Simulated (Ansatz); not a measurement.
# ZrScTi4, from a guessed structure to a relaxed one

This structure for ZrScTi4 is made up. Its elements were placed in a known structure type with a cell scaled to their sizes. What cell does the guess relax to, and how far off was it?

Method: DFT, r2SCAN, plane-wave PAW, files of the set soft_1, scalar-relativistic, no spin, cell and ions relaxed at zero pressure; PAW set soft_1, in Ansatz 0.2.0.

## (1) Set-up

It takes space group F-43m (No. 216, cubic). The conventional cell has a = 7.512 Å, b = 7.512 Å, c = 7.512 Å, α = 90.00°, β = 90.00°, γ = 90.00°. Zr has 12 Ti at 3.12 Å and 4 Sc at 3.25 Å nearest. Nearest to Ti lie 6 Ti at 2.59 to 2.72 Å and 3 Sc at 3.11 Å and 3 Zr at 3.12 Å. Nearest to Sc lie 12 Ti at 3.11 Å and 4 Zr at 3.25 Å. Farther neighbours are not listed.

Structure file:

```cif
data_structure
_symmetry_space_group_name_H-M 'P 1'
_symmetry_Int_Tables_number 1
_cell_length_a 5.3118
_cell_length_b 5.3118
_cell_length_c 5.3118
_cell_angle_alpha 60.000
_cell_angle_beta 60.000
_cell_angle_gamma 60.000
_cell_volume 105.98
loop_
_atom_site_label
_atom_site_type_symbol
_atom_site_fract_x
_atom_site_fract_y
_atom_site_fract_z
_atom_site_occupancy
Zr1 Zr 0.25000 0.25000 0.25000 1
Ti2 Ti 0.62820 0.11540 0.62820 1
Ti3 Ti 0.11540 0.62820 0.62820 1
Ti4 Ti 0.62820 0.62820 0.62820 1
Ti5 Ti 0.62820 0.62820 0.11540 1
Sc6 Sc 0.00000 0.00000 0.00000 1
```

## (2) Relaxation of the guess

The guess takes its coordinates from another compound and its volume from a rule, so the cell and any free coordinates are relaxed together.

Input file input.yaml:

```yaml
crystal:
  lattice:
    - [0.0, 3.756, 3.756]
    - [3.756, 0.0, 3.756]
    - [3.756, 3.756, 0.0]
  atoms:
    - { symbol: Zr, position: [0.25, 0.25, 0.25] }
    - { symbol: Ti, position: [0.6282, 0.1154, 0.6282] }
    - { symbol: Ti, position: [0.1154, 0.6282, 0.6282] }
    - { symbol: Ti, position: [0.6282, 0.6282, 0.6282] }
    - { symbol: Ti, position: [0.6282, 0.6282, 0.1154] }
    - { symbol: Sc, position: [0.0, 0.0, 0.0] }
kpoints:
  mp_grid: { grid: [6, 6, 6] }
scf:
  occupations: { method: fermi_dirac, width: 0.05 }
hamiltonian:
  xc: r2scan
  pseudopotentials: { kind: paw, azcp: { folder: soft_1 } }
relax:
  f_tol: 0.015
  max_steps: 70
  cell: {}
output:
  forces: true
  stress: true
```

Started as:

```sh
$ ansatz run input.yaml --threads 4 --pin off --max-ram 10240MiB --backend cpu --events-out ev --progress --plain --runs-dir out
```

Numbers of over 12 decimals in the logs are rounded to 6 here.

What it wrote:

```text
Engine: ansatz 0.2.0, x86_64-unknown-linux-gnu
Pseudopotentials: kind: paw
Pseudopotential: Zr, paw, valence charge 12, recommended cutoff 500 eV (meta_gga), soft_1/Zr.paw.azcp
Pseudopotential: Ti, paw, valence charge 12, recommended cutoff 500 eV (meta_gga), soft_1/Ti.paw.azcp
Pseudopotential: Sc, paw, valence charge 11, recommended cutoff 500 eV (meta_gga), soft_1/Sc.paw.azcp
Functional definition: r2SCAN
  parameter k0 = 0.174
  parameter k1 = 0.065
  parameter a1 = 4.9479
  exchange = r2scan_x(k0 = k0, k1 = k1, a1 = a1)
  correlation = r2scan_c
Crystal: 6 atoms, lattice volume = 105.976 Å³
Basis set: ecut = 500 eV, 2733 PW (Γ), exchange–correlation on 160×160×160 points (64 copies of the dense FFT grid, shifted against one another)
Bands: 43, of which v1, the nominal top of the filled ones, is band 36 counted from 1 (35 counted from 0)
Symmetry: 24 space group operations
Space group: F-43m (ITA 216), of the structure as read, at distance tolerance 4.7e-5 Å
k-points: 16 of 216 (time reversal used)
Non-local potential: Zr, projectors of the file, l = 0: 3, l = 1: 2, l = 2: 2, l = 3: 1
Non-local potential: Ti, projectors of the file, l = 0: 3, l = 1: 2, l = 2: 3, l = 3: 1
Non-local potential: Sc, projectors of the file, l = 0: 3, l = 1: 2, l = 2: 3, l = 3: 1
PAW form: soft (Blöchl's): semilocal exchange-correlation on the pseudo side does not see the compensation charge
PAW frozen core: Zr, regenerated for the run's functional (the file was generated under x = pbe(κ = 0.804, μ = 0.219515), c = pbe(β = 0.066725))
PAW frozen core: Ti, regenerated for the run's functional (the file was generated under x = pbe(κ = 0.804, μ = 0.219515), c = pbe(β = 0.066725))
PAW frozen core: Sc, regenerated for the run's functional (the file was generated under x = pbe(κ = 0.804, μ = 0.219515), c = pbe(β = 0.066725))
PAW one-centre angular grid: Zr, 590 points (default); XC on 160 Gauss nodes
PAW one-centre angular grid: Ti, 590 points (default); XC on 160 Gauss nodes
PAW one-centre angular grid: Sc, 590 points (default); XC on 224 Gauss nodes
Initial density: superposition of atomic densities (chi_scale 0.1, normalization cell, long waves kept (reshape's long-wave potential 0.00 eV rms))
Initial wavefunctions: pseudopotential atomic-orbital guess
Functional: x = r2scan, c = r2scan; τ floored in thin density (d = 2e-4 eV/Å³)
SCF iter   1: F=—  HF=-16351.234531 eV  |F-HF|=—  |Δ(HF+E_count)|=         —  Δρ=4.67e-2  dr2=2.74e0  dr2_τ=9.40e-2  ethr=3.10e-3  ⟨swp⟩=6.4  Hψ=2492  notcnv=0
preconditioner: auto → Kerker (q_TF=auto, 2.552 Å⁻¹)  [metal: Δε(μ)=0.004 eV  Ē_g=2.580 eV  σ=0.050 eV  W_gap=0.02  n_scr=26 (ndim 8)  ℏωp=17.3 eV  f_vac=0.000  D(μ)=17.95/eV (n_scr^D=306)]
SCF iter   2: F=—  HF=-16350.908302 eV  |F-HF|=—  |Δ(HF+E_count)|=   3.26e-1  Δρ=2.20e-2  dr2=9.16e-1  dr2_τ=1.31e-2  ethr=3.10e-3  ⟨swp⟩=3.2  Hψ=1485  notcnv=0
SCF iter   3: F=—  HF=-16350.851636 eV  |F-HF|=—  |Δ(HF+E_count)|=   5.67e-2  Δρ=1.68e-2  dr2=4.90e-1  dr2_τ=3.87e-2  ethr=1.29e-3  ⟨swp⟩=3.1  Hψ=1016  notcnv=0
SCF iter   4: F=—  HF=-16350.825130 eV  |F-HF|=—  |Δ(HF+E_count)|=   2.65e-2  Δρ=5.11e-3  dr2=4.87e-2  dr2_τ=2.82e-3  ethr=6.90e-4  ⟨swp⟩=2.9  Hψ=999  notcnv=0
SCF iter   5: F=—  HF=-16350.826636 eV  |F-HF|=—  |Δ(HF+E_count)|=   1.51e-3  Δρ=1.42e-3  dr2=1.21e-3  dr2_τ=1.04e-4  ethr=6.86e-5  ⟨swp⟩=2.1  Hψ=874  notcnv=0
SCF iter   6: F=—  HF=-16350.827442 eV  |F-HF|=—  |Δ(HF+E_count)|=   8.06e-4  Δρ=5.57e-4  dr2=2.55e-4  dr2_τ=1.13e-5  ethr=1.70e-6  ⟨swp⟩=2.2  Hψ=977  notcnv=0
SCF iter   7: F=—  HF=-16350.827564 eV  |F-HF|=—  |Δ(HF+E_count)|=   1.22e-4  Δρ=2.35e-4  dr2=1.00e-4  dr2_τ=4.39e-6  ethr=3.59e-7  ⟨swp⟩=2.6  Hψ=1164  notcnv=0
SCF iter   8: F=—  HF=-16350.827580 eV  |F-HF|=—  |Δ(HF+E_count)|=   1.58e-5  Δρ=8.58e-5  dr2=1.60e-5  dr2_τ=3.07e-7  ethr=1.41e-7  ⟨swp⟩=2.0  Hψ=825  notcnv=0
SCF iter   9: F=—  HF=-16350.827575 eV  |F-HF|=—  |Δ(HF+E_count)|=   5.03e-6  Δρ=1.86e-5  dr2=5.20e-7  dr2_τ=1.78e-8  ethr=2.25e-8  ⟨swp⟩=2.0  Hψ=797  notcnv=0
SCF iter  10: F=-16350.827575 eV  HF=-16350.827575 eV  |F-HF|=4.82e-8  |Δ(HF+E_count)|=   1.32e-7  Δρ=5.38e-6  dr2=6.79e-8  dr2_τ=2.05e-9  ethr=1.41e-10  ⟨swp⟩=4.1  Hψ=2456  notcnv=0
SCF 1 converged in 10 iterations: F = -16350.827575 eV  dr2 = 6.79e-8
  greatest PAW one-centre occupation: 1.005 electrons in one spin orbital (limit 2), on the Zr atom at site 0 (counted from 0), in its partial waves of l = 0
relax step   1: F+E_penalty+E_count = -16350.82757490 eV  Δ(F+E_penalty+E_count) = +0.000e0 eV  max|allowed force component| = 4.206e-1 eV/Å  Δτ_max = 0.0000 Å  P = +13.628 GPa  Ω = 105.976 Å³  (10 SCF iters, dr2 threshold 1.00e-7 eV, accepted)
Crystal: 6 atoms, lattice volume = 122.251 Å³
Basis set: ecut = 500 eV, 3119 PW (Γ), exchange–correlation on 160×160×160 points (64 copies of the dense FFT grid, shifted against one another)
Initial density: handed on by an earlier stage of this run
Initial wavefunctions: those handed on with the density
iter 1 solved again at ethr=3.21e-4 eV; its pass at ethr=3.10e-3 eV (dr2=2.28e-1 eV) is discarded
SCF iter   1: F=—  HF=-16349.927610 eV  |F-HF|=—  |Δ(HF+E_count)|=         —  Δρ=8.52e-3  dr2=2.22e-1  dr2_τ=1.01e0  ethr=3.21e-4  ⟨swp⟩=1.1  Hψ=3674  notcnv=0
preconditioner: auto → Kerker (q_TF=auto, 2.492 Å⁻¹)  [metal: Δε(μ)=0.006 eV  Ē_g=2.170 eV  σ=0.050 eV  W_gap=0.03  n_scr=26 (ndim 8)  ℏωp=16.1 eV  f_vac=0.000  D(μ)=25.03/eV (n_scr^D=458)]
SCF iter   2: F=—  HF=-16351.423735 eV  |F-HF|=—  |Δ(HF+E_count)|=    1.50e0  Δρ=4.45e-3  dr2=4.13e-2  dr2_τ=5.00e-3  ethr=3.12e-4  ⟨swp⟩=2.9  Hψ=1393  notcnv=0
SCF iter   3: F=—  HF=-16351.426905 eV  |F-HF|=—  |Δ(HF+E_count)|=   3.17e-3  Δρ=3.56e-3  dr2=2.49e-2  dr2_τ=7.81e-4  ethr=5.81e-5  ⟨swp⟩=2.1  Hψ=946  notcnv=0
SCF iter   4: F=—  HF=-16351.430466 eV  |F-HF|=—  |Δ(HF+E_count)|=   3.56e-3  Δρ=3.54e-3  dr2=2.66e-2  dr2_τ=1.54e-3  ethr=3.51e-5  ⟨swp⟩=2.8  Hψ=1022  notcnv=0
SCF iter   5: F=—  HF=-16351.428198 eV  |F-HF|=—  |Δ(HF+E_count)|=   2.27e-3  Δρ=1.84e-3  dr2=5.39e-3  dr2_τ=1.24e-4  ethr=3.51e-5  ⟨swp⟩=1.4  Hψ=696  notcnv=0
SCF iter   6: F=—  HF=-16351.427631 eV  |F-HF|=—  |Δ(HF+E_count)|=   5.67e-4  Δρ=6.37e-4  dr2=6.19e-4  dr2_τ=1.82e-5  ethr=7.59e-6  ⟨swp⟩=2.0  Hψ=767  notcnv=0
SCF iter   7: F=—  HF=-16351.427594 eV  |F-HF|=—  |Δ(HF+E_count)|=   3.72e-5  Δρ=9.54e-5  dr2=8.51e-6  dr2_τ=6.29e-7  ethr=8.72e-7  ⟨swp⟩=2.0  Hψ=865  notcnv=0
SCF iter   8: F=—  HF=-16351.427578 eV  |F-HF|=—  |Δ(HF+E_count)|=   1.63e-5  Δρ=3.07e-5  dr2=1.27e-6  dr2_τ=6.50e-8  ethr=1.20e-8  ⟨swp⟩=3.2  Hψ=1380  notcnv=0
[...]
Crystal: 6 atoms, lattice volume = 121.306 Å³
iter 1 solved again at ethr=1.83e-4 eV; its pass at ethr=3.10e-3 eV (dr2=1.30e-1 eV) is discarded
SCF iter   1: F=—  HF=-16351.383086 eV  |F-HF|=—  |Δ(HF+E_count)|=         —  Δρ=6.97e-3  dr2=1.31e-1  dr2_τ=1.30e-1  ethr=1.83e-4  ⟨swp⟩=1.0  Hψ=3093  notcnv=0
preconditioner: auto → Kerker (q_TF=auto, 2.495 Å⁻¹)  [metal: Δε(μ)=0.010 eV  Ē_g=2.233 eV  σ=0.050 eV  W_gap=0.05  n_scr=26 (ndim 8)  ℏωp=16.2 eV  f_vac=0.000  D(μ)=23.06/eV (n_scr^D=410)]
SCF iter   2: F=—  HF=-16351.485638 eV  |F-HF|=—  |Δ(HF+E_count)|=   1.03e-1  Δρ=2.75e-3  dr2=2.43e-2  dr2_τ=1.16e-3  ethr=1.83e-4  ⟨swp⟩=2.2  Hψ=1245  notcnv=0
SCF iter   3: F=—  HF=-16351.484520 eV  |F-HF|=—  |Δ(HF+E_count)|=   1.12e-3  Δρ=2.68e-3  dr2=2.17e-2  dr2_τ=1.11e-3  ethr=3.43e-5  ⟨swp⟩=2.1  Hψ=983  notcnv=0
SCF iter   4: F=—  HF=-16351.482976 eV  |F-HF|=—  |Δ(HF+E_count)|=   1.54e-3  Δρ=7.04e-4  dr2=1.59e-3  dr2_τ=6.06e-5  ethr=3.06e-5  ⟨swp⟩=2.1  Hψ=878  notcnv=0
SCF iter   5: F=—  HF=-16351.482774 eV  |F-HF|=—  |Δ(HF+E_count)|=   2.01e-4  Δρ=1.24e-4  dr2=1.44e-5  dr2_τ=6.95e-7  ethr=2.24e-6  ⟨swp⟩=2.0  Hψ=877  notcnv=0
SCF iter   6: F=—  HF=-16351.482798 eV  |F-HF|=—  |Δ(HF+E_count)|=   2.32e-5  Δρ=4.08e-5  dr2=2.77e-6  dr2_τ=1.09e-7  ethr=2.03e-8  ⟨swp⟩=2.0  Hψ=1216  notcnv=0
SCF iter   7: F=-16351.482798 eV  HF=-16351.482798 eV  |F-HF|=5.22e-8  |Δ(HF+E_count)|=   5.78e-7  Δρ=1.53e-5  dr2=2.40e-7  dr2_τ=2.30e-8  ethr=8.45e-10  ⟨swp⟩=4.1  Hψ=2158  notcnv=0
SCF 3 converged in 7 iterations: F = -16351.482798 eV  dr2 = 2.40e-7
relax step   3: F+E_penalty+E_count = -16351.48279830 eV  Δ(F+E_penalty+E_count) = -5.522e-2 eV  max|allowed force component| = 1.993e-1 eV/Å  Δτ_max = 0.0266 Å  P = -0.117 GPa  Ω = 121.306 Å³  energy of the carried Pulay correction = -8.187e-3 eV  (7 SCF iters, dr2 threshold 6.00e-7 eV, accepted)
[...]
relax step   4: F+E_penalty+E_count = -16351.50999824 eV  Δ(F+E_penalty+E_count) = -2.720e-2 eV  max|allowed force component| = 8.905e-3 eV/Å  Δτ_max = 0.0361 Å  P = +0.001 GPa  Ω = 121.339 Å³  energy of the carried Pulay correction = -8.204e-3 eV  (8 SCF iters, dr2 threshold 6.00e-7 eV, accepted)
Basis set: ecut = 500 eV, 3119 PW (Γ), exchange–correlation on 180×180×180 points (64 copies of the dense FFT grid, shifted against one another)
Initial wavefunctions: pseudopotential atomic-orbital guess (no wavefunctions were taken with the density)
iter 1 solved again at ethr=1.34e-5 eV; its pass at ethr=3.10e-3 eV (dr2=9.50e-3 eV) is discarded
SCF iter   1: F=—  HF=-16351.519229 eV  |F-HF|=—  |Δ(HF+E_count)|=         —  Δρ=3.82e-4  dr2=1.95e-5  dr2_τ=1.33e-4  ethr=1.34e-5  ⟨swp⟩=2.1  Hψ=3876  notcnv=0
eigensolver tolerance schedule: the retry pair's looser diagonalisation over-reported the residual by 487.47 of it (diagonalisation noise at an unbounded share of the residual, at the tolerance the schedule requests for it); recorded, not acted on — ethr = c·dr2/N_el stays at c = 1.0e-1
preconditioner: auto → Kerker (q_TF=auto, 2.495 Å⁻¹)  [metal: Δε(μ)=0.003 eV  Ē_g=2.230 eV  σ=0.050 eV  W_gap=0.02  n_scr=26 (ndim 8)  ℏωp=16.2 eV  f_vac=0.000  D(μ)=22.97/eV (n_scr^D=410)]
SCF iter   2: F=—  HF=-16351.519292 eV  |F-HF|=—  |Δ(HF+E_count)|=   6.27e-5  Δρ=2.16e-4  dr2=1.63e-5  dr2_τ=7.32e-6  ethr=2.74e-8  ⟨swp⟩=2.1  Hψ=1291  notcnv=0
SCF iter   3: F=—  HF=-16351.519309 eV  |F-HF|=—  |Δ(HF+E_count)|=   1.75e-5  Δρ=1.02e-4  dr2=1.74e-5  dr2_τ=1.62e-6  ethr=2.30e-8  ⟨swp⟩=2.0  Hψ=871  notcnv=0
SCF iter   4: F=—  HF=-16351.519302 eV  |F-HF|=—  |Δ(HF+E_count)|=   7.72e-6  Δρ=1.95e-5  dr2=8.15e-7  dr2_τ=4.20e-8  ethr=2.30e-8  ⟨swp⟩=1.8  Hψ=724  notcnv=0
SCF iter   5: F=—  HF=-16351.519406 eV  |F-HF|=—  |Δ(HF+E_count)|=   1.05e-4  Δρ=7.91e-6  dr2=1.39e-7  dr2_τ=5.22e-9  ethr=1.15e-9  ⟨swp⟩=2.0  Hψ=762  notcnv=0
SCF iter   6: F=—  HF=-16351.519406 eV  |F-HF|=—  |Δ(HF+E_count)|=   6.90e-9  Δρ=2.78e-6  dr2=1.84e-8  dr2_τ=1.30e-9  ethr=1.96e-10  ⟨swp⟩=2.1  Hψ=828  notcnv=0
SCF iter   7: F=—  HF=-16351.519406 eV  |F-HF|=—  |Δ(HF+E_count)|=  8.33e-10  Δρ=8.46e-7  dr2=1.27e-9  dr2_τ=7.68e-11  ethr=2.59e-11  ⟨swp⟩=2.0  Hψ=865  notcnv=0
SCF iter   8: F=—  HF=-16351.519406 eV  |F-HF|=—  |Δ(HF+E_count)|=  2.56e-10  Δρ=4.00e-7  dr2=2.58e-10  dr2_τ=7.60e-12  ethr=1.79e-12  ⟨swp⟩=2.1  Hψ=908  notcnv=0
SCF iter   9: F=-16351.519406 eV  HF=-16351.519406 eV  |F-HF|=3.64e-12  |Δ(HF+E_count)|=  1.82e-12  Δρ=9.25e-8  dr2=9.79e-12  dr2_τ=3.88e-13  ethr=1.00e-12  ⟨swp⟩=4.1  Hψ=2416  notcnv=0
SCF 5 converged in 9 iterations: F = -16351.519406 eV  dr2 = 9.79e-12
relax step   5: F+E_penalty+E_count = -16351.51940620 eV  Δ(F+E_penalty+E_count) = -9.408e-3 eV  max|allowed force component| = 9.730e-3 eV/Å  Δτ_max = 0.0000 Å  P = +0.023 GPa  Ω = 121.339 Å³  stress off target by 2.31e-2 GPa  SCF on the basis re-selected at this cell (its energy is not comparable with the rows above)  (9 SCF iters)
basis re-selected at this cell: Δ(F+E_penalty+E_count) = -9.408e-3 eV, ΔP = +0.022 GPa vs the last step (what re-selecting the basis moved, of the pressure what is left beyond the Pulay correction that the steps carried, after the strain that the cell walked since its last selection, with what the two solves' SCF thresholds leave and, on support functions, any second-order correction that the steps lacked; it is no measure of the basis error at this ecutwfc). The dense FFT grid was sized anew with the basis: this SCF ran on 45×45×45 points, the steps before it on 40×40×40, so part of this shift can come from that change (see relax.cell in the input reference). [rest of the remark cut]
SCF converged after 9 iterations
Free energy (F): -16351.519406 eV
Harris-Foulkes:  -16351.519406 eV  (|F-HF|=3.64e-12)
Internal energy: -16351.334059 eV  (E = F + TS)
E sigma→0 (E₀):  -16351.426732 eV
Entropy (-TS):   -0.185348 eV (-30.891 meV/atom)
Fermi energy:    11.851111 eV
--- Per-component energies (eV) ---
  E_band       = -1022.247237
  E_kinetic    = 1643.670692
  E_local      = -5283.089440  (includes V_loc(G=0)·N_el)
  E_nonlocal   = 456.339716
  E_hartree    = 2025.144656
  E_xc         = -675.061110
  E_vxc        = -954.763821  (∫ρ·V_xc dr)
  E_paw        = -8184.232848  (= ΣΔE_a)
  E_vpaw       = -995.617210  (= ΣTr[D̂ρ^β])
  E_aug_tail   = -0.000080  (compensation charges beyond the density's cutoff)
  E_vtau       = 60.923772  (kinetic-family band-sum trace: ∫τ·v_τ [+ j·A + Jᵃ·Aᵃ] dr)
  E_ewald      = -6332.688585
  E_core_change = -1.417059  (= ΣΔE_core)
  E_smearing   = -0.185348  (= −TS)
  E_closure    = 0.000000  (closes the sum)
  Σ components = -16351.519406   (vs F -16351.519406, Δ=0.00e0)
--- Forces (eV/Å), atoms counted from 1 ---
  atom   1  Zr    -0.00000000    -0.00000000     0.00000000
  atom   2  Ti     0.00972989    -0.00972989     0.00972989
  atom   3  Ti    -0.00972989     0.00972989     0.00972989
  atom   4  Ti    -0.00972989    -0.00972989    -0.00972989
  atom   5  Ti     0.00972989     0.00972989    -0.00972989
  atom   6  Sc     0.00000000     0.00000000    -0.00000000
  max |Σ_I F_I| component: 4.39e-17 eV/Å
--- Stress (GPa, compression-positive) ---
        0.023126       0.000000       0.000000
        0.000000       0.023126       0.000000
        0.000000       0.000000       0.023126
  P = ⅓ Tr σ = 0.0231 GPa (0.231 kbar)
--- Relaxed structure (4 steps of the walk, 4 accepted, 1 SCFs on fresh bases) ---
  F+E_penalty+E_count = -16351.51940620 eV   max|allowed force component| = 9.730e-3 eV/Å   (the final SCF, on the basis selected at the relaxed cell)
  cell:  # Å, volume = 121.3393 Å³
    - [0, 3.929378, 3.929378]
    - [3.929378, 0, 3.929378]
    - [3.929378, 3.929378, 0]
  atoms:
    - { symbol: Zr, position: [0.25, 0.25, 0.25] }
    - { symbol: Ti, position: [0.622898, 0.131305, 0.622898] }
    - { symbol: Ti, position: [0.131305, 0.622898, 0.622898] }
    - { symbol: Ti, position: [0.622898, 0.622898, 0.622898] }
    - { symbol: Ti, position: [0.622898, 0.622898, 0.131305] }
    - { symbol: Sc, position: [0, 0, -2.5017089531969417e-19] }
```

Run time: 18 s. Hardware: 4 threads of Intel Xeon at 2.60GHz (Ice Lake), shared host; peak memory 0.88 GiB.

Step by step:

| step | energy less that of the first step (eV) | largest force component (eV/Å) | pressure (GPa) | volume (Å³) |
| --- | --- | --- | --- | --- |
| 1 | 0.0000 | 0.4206 | 13.63 | 105.98 |
| 2 | -0.6000 | 0.3404 | -0.77 | 122.25 |
| 3 | -0.6552 | 0.1993 | -0.12 | 121.31 |
| 4 | -0.6824 | 0.0089 | 0.00 | 121.34 |
| 5* | -0.6918 | 0.0097 | 0.02 | 121.34 |

Relaxation steps marked * repeat the geometry before them on a plane-wave basis chosen anew for their cell, so energy and pressure can jump there.

The run keeps the 24 symmetry operations that it works with, so distortions that break them were not tested.

| conventional cell, symmetrised | before | after | change |
| --- | --- | --- | --- |
| a (Å) | 7.512 | 7.859 | +4.6 % |
| b (Å) | 7.512 | 7.859 | +4.6 % |
| c (Å) | 7.512 | 7.859 | +4.6 % |
| volume (Å³/atom) | 17.66 | 20.22 | +14.5 % |

The atoms that moved most (Å, as changes of fractional coordinates times the final cell):

| atom | dx | dy | dz | length |
| --- | --- | --- | --- | --- |
| Ti2 | 0.042 | -0.042 | 0.042 | 0.072 |
| Ti3 | -0.042 | 0.042 | 0.042 | 0.072 |
| Ti5 | 0.042 | 0.042 | -0.042 | 0.072 |
| Ti4 | -0.042 | -0.042 | -0.042 | 0.072 |

The relaxed structure:

```cif
data_structure
_symmetry_space_group_name_H-M 'P 1'
_symmetry_Int_Tables_number 1
_cell_length_a 5.5570
_cell_length_b 5.5570
_cell_length_c 5.5570
_cell_angle_alpha 60.000
_cell_angle_beta 60.000
_cell_angle_gamma 60.000
_cell_volume 121.34
loop_
_atom_site_label
_atom_site_type_symbol
_atom_site_fract_x
_atom_site_fract_y
_atom_site_fract_z
_atom_site_occupancy
Zr1 Zr 0.25000 0.25000 0.25000 1
Ti2 Ti 0.62290 0.13131 0.62290 1
Ti3 Ti 0.13131 0.62290 0.62290 1
Ti4 Ti 0.62290 0.62290 0.62290 1
Ti5 Ti 0.62290 0.62290 0.13131 1
Sc6 Sc 0.00000 0.00000 0.00000 1
```

This step gave:

```yaml
free_energy: -16351.5194 eV
energy_at_zero_smearing: -16351.4267 eV
smearing_term_ts: 0.1853 eV
fermi_energy: 11.85 eV
electrons: 71
symmetry_operations: 24
pressure: 0.02313 GPa
```

Shortest distances by pair of elements, guess and relaxed (not always the same contact):

| pair | guess (Å) | relaxed (Å) |
| --- | --- | --- |
| Ti–Ti | 2.588 | 2.732 |
| Ti–Zr | 3.122 | 3.253 |
| Sc–Ti | 3.107 | 3.263 |
| Sc–Zr | 3.253 | 3.403 |

The relaxation ends with a largest force component of 0.0097 eV/Å and a pressure of 0.02 GPa.

## (3) Results

- space group, relaxed: F-43m
- conventional cell: a = 7.859, b = 7.859, c = 7.859 Å; α = 90.0°, β = 90.0°, γ = 90.0°
- volume per atom: 20.22 Å³ (guess 17.66)

In words: ZrScTi4 relaxes to F-43m with a = 7.859, b = 7.859 and c = 7.859 Å. The guessed volume was 13 % too small. The space group F-43m was held in the relaxation, so the end point is a stationary structure within it and may be a saddle against distortions or other arrangements. Mesh and cutoff weren't tested. No dispersion term is used, so weakly bound directions may come out too long. The runs have no spin, and magnetism wasn't tested. Nothing here tests whether the compound is stable against decomposition.

[Logs are printed without paths, hosts, clocks, repeated set-up lines and the standing remarks that a program may print on its own settings, such as how far it seeks lower states.]

[Hosts, paths, dates, database ids (printed as entryN), source tags and the programs' standing remarks are cut or masked in the printed files.]
